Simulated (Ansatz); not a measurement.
An input for Ansatz 0.2.0 (GaCuSe2 (I-42d)):

```yaml
crystal:
  lattice:
    - [-2.80955, 2.80955, 5.513]
    - [2.80955, -2.80955, 5.513]
    - [2.80955, 2.80955, -5.513]
  atoms:
    - { symbol: Ga, position: [0.5, 0.5, 0.0] }
    - { symbol: Ga, position: [0.25, 0.75, 0.5] }
    - { symbol: Cu, position: [0.0, 0.0, 0.0] }
    - { symbol: Cu, position: [0.75, 0.25, 0.5] }
    - { symbol: Se, position: [0.375, 0.3683746378, 0.4933746378] }
    - { symbol: Se, position: [0.6316253622, 0.125, 1.0066253622] }
    - { symbol: Se, position: [0.875, 0.8816253622, 0.5066253622] }
    - { symbol: Se, position: [0.1183746378, 0.625, -0.0066253622] }
kpoints:
  mp_grid: { grid: [6, 6, 6] }
  band_path:
    path:
      - [0.0, 0.0, 0.0]
      - [0.0, 0.0, 0.5]
      - [0.25, 0.25, 0.25]
      - [0.0, 0.5, 0.0]
      - [0.5, 0.5, -0.5]
      - [0.31492883, 0.68507117, -0.31492883]
      - [-0.31492883, 0.31492883, 0.31492883]
      - [-0.12985765, 0.12985765, 0.5]
    npoints: 1
hamiltonian:
  xc: pbe
  pseudopotentials: { kind: paw, azcp: { folder: soft_1 } }
scf:
  occupations: { method: fermi_dirac, width: 0.02 }
  n_extra_bands: 6
output:
  eigenvalues: true
  forces: true
  stress: true
```

```sh
ansatz run input.yaml --threads 3 --pin off --max-ram 92160MiB --backend cuda --events-out ev --progress --plain --runs-dir out --devices 1 --max-vram 13GiB
```

Question: How long will it take on 1 × NVIDIA H100 80GB HBM3 (shared by 6 runs) with 3 threads of AMD EPYC 7R13 (Zen 3), shared host, and how much memory?

It took 18 s; on shared hardware allow 9.1 s to 36 s. Peak host memory was 1.0 GiB. The sizes that set the cost: 3451 plane waves a state, 30 irreducible k points and 11 SCF cycles.

[Paths, hosts, dates, memory and timing lines, banners, echoed tables and standing remarks are left out of the program output.]

[Logs are printed without paths, hosts, clocks, repeated set-up lines and the standing remarks that a program may print on its own settings, such as how far it seeks lower states.]

[Runs of the session that timed out or met a known fault of the program may be left out.]

[Cells called generated may have been cut or substituted from an entry of the Crystallography Open Database or the Materials Project.]

[Hosts, paths, dates, database ids (printed as entryN), source tags and the programs' standing remarks are cut or masked in the printed files.]
